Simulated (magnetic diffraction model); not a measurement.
## Solving a magnetic structure from powder neutron data: La11In5Co4Sn4

Space group Cmmm (no. 65), a = 15.0920 Å, b = 22.5840 Å, c = 3.9190 Å.

```
site  atom       x       y    z
  4i    La     1/2  0.1251    0
  4i    La     1/2  0.3391    0
  8p    La  0.7582  0.1685    0
  2a    La       0       0    0
  4g    La  0.6852       0    0
  8q    Sn  0.8501  0.0680  1/2
  2c    In     1/2       0  1/2
  8q    In  0.4050  0.7662  1/2
  8q    Co  0.6563  0.1002  1/2
```

The compound is invented for this exercise: a known structure type with other elements, its cell scaled to their sizes and not relaxed.

Only Co is taken to order (form factors of Co2+); orders and moment sizes are assumed, and not adapted to the symmetry. Radiation: neutrons of λ = 2.52 Å, 3° to 50°; isotropic B of 0.2 Å² (La), 0.26 Å² (Sn), 0.21 Å² (In) and 0.33 Å² (Co). Simulated constant-wavelength pattern: nuclear and magnetic terms add, the magnetic one as |2.695 fm × Σ f S⊥ exp(2πi Q·r) exp(−B s²)|², summed over all Q at one angle with the factor 1/(sin²θ cos θ). For collinear order S is the moment m, which repeats by lattice and centring translations R with the sign exp(−2πi k·R). Free-ion form factors, Sears's scattering lengths of 1992, no absorption; a label names one of the reflections at its angle. The strongest nuclear line in the range is 100, and lines under 0.2 are left out.

Above the ordering temperature:

```
2θ (°)    index      I
 11.53  (1 1 0)    5.8
 12.81  (0 2 0)   15.5
 19.22  (2 0 0)    2.1
 21.56  (1 3 0)    0.2
 23.17  (2 2 0)    0.2
 25.79  (0 4 0)    5.8
 33.86  (1 5 0)    3.5
 35.06  (3 3 0)    5.9
 37.51  (0 0 1)   39.2
 39.02  (4 0 0)   40.8
 39.12  (0 6 0)   36.6
 39.37  (1 1 1)    1.6
 39.79  (0 2 1)    2.8
 41.23  (4 2 0)   14.1
 43.67  (1 3 1)   10.5
 43.94  (2 6 0)    5.7
 44.04  (3 5 0)   69.7
 44.55  (2 2 1)   19.9
 46.08  (0 4 1)   26.1
 47.08  (1 7 0)    1.4
 47.36  (4 4 0)   43.5
 48.58  (3 1 1)  100.0
```
(The table stops after 22 lines; 1 more lie at higher angle.)

Below it (cell unchanged):

```tsv
2θ (°)	I
11.53	29.4
12.81	28.1
19.22	2.6
21.56	2.5
23.17	0.6
25.79	26.0
29.74	3.1
32.37	2.5
33.86	13.0
35.06	6.9
37.51	51.4
39.02	41.1
39.12	44.3
39.37	9.9
39.79	4.8
41.23	14.2
42.48	2.2
43.67	11.5
43.94	7.0
44.04	79.6
44.55	20.2
46.08	36.0
47.08	1.8
47.36	45.2
48.58	110.7
49.81	3.3
```

**Question.** Find the propagation vector, then choose among these models:
A. collinear moments along [101], 2.2 μB on Co; signs + at (0.6563, 0.1002, 1/2), − at (0.3437, 0.8998, 1/2), + at (0.6563, 0.8998, 1/2), − at (0.3437, 0.1002, 1/2)
B. collinear moments along [110], 2.2 μB on Co; signs + at (0.6563, 0.1002, 1/2), + at (0.3437, 0.8998, 1/2), + at (0.6563, 0.8998, 1/2), + at (0.3437, 0.1002, 1/2)
C. collinear moments along [101], 2.2 μB on Co; signs + at (0.6563, 0.1002, 1/2), + at (0.3437, 0.8998, 1/2), + at (0.6563, 0.8998, 1/2), + at (0.3437, 0.1002, 1/2)
D. collinear moments along [110], 2.2 μB on Co; signs + at (0.6563, 0.1002, 1/2), − at (0.3437, 0.8998, 1/2), + at (0.6563, 0.8998, 1/2), − at (0.3437, 0.1002, 1/2)

No line moves, and magnetic intensity falls on nuclear lines such as the one at 11.53°, so the magnetic cell equals the chemical primitive cell: k = 0.

Magnetic intensity, observed (below minus above) and for each model:

| 2θ (°) | index | observed | A | B | C | D |
| --- | --- | --- | --- | --- | --- | --- |
| 11.53 | (1 1 0) | 23.6 | 52.9 | 38.4 | 23.6 | 86.1 |
| 19.22 | (2 0 0) | 0.5 | 3.1 | 5.8 | 0.5 | 34.0 |
| 25.79 | (0 4 0) | 20.2 | <0.2 | 6.2 | 20.2 | <0.2 |
| 29.74 | (3 1 0) | 3.0 | 0.1 | 18.9 | 3.0 | 0.7 |
| 33.86 | (1 5 0) | 9.4 | 21.2 | 3.5 | 9.4 | 7.8 |
| 37.51 | (0 0 1) | 12.2 | <0.2 | 13.1 | 12.2 | <0.2 |
| 42.48 | (2 0 1) | 2.1 | 12.4 | 2.6 | 2.1 | 15.4 |
| 48.58 | (3 1 1) | 10.7 | 0.4 | 15.2 | 10.7 | 0.6 |

Model C matches.

The structure used: k = (0 0 0), collinear moments along [101], 2.2 μB on Co; signs + at (0.6563, 0.1002, 1/2), + at (0.3437, 0.8998, 1/2), + at (0.6563, 0.8998, 1/2), + at (0.3437, 0.1002, 1/2).

[Logs are printed without paths, hosts, clocks, repeated set-up lines and the standing remarks that a program may print on its own settings, such as how far it seeks lower states.]
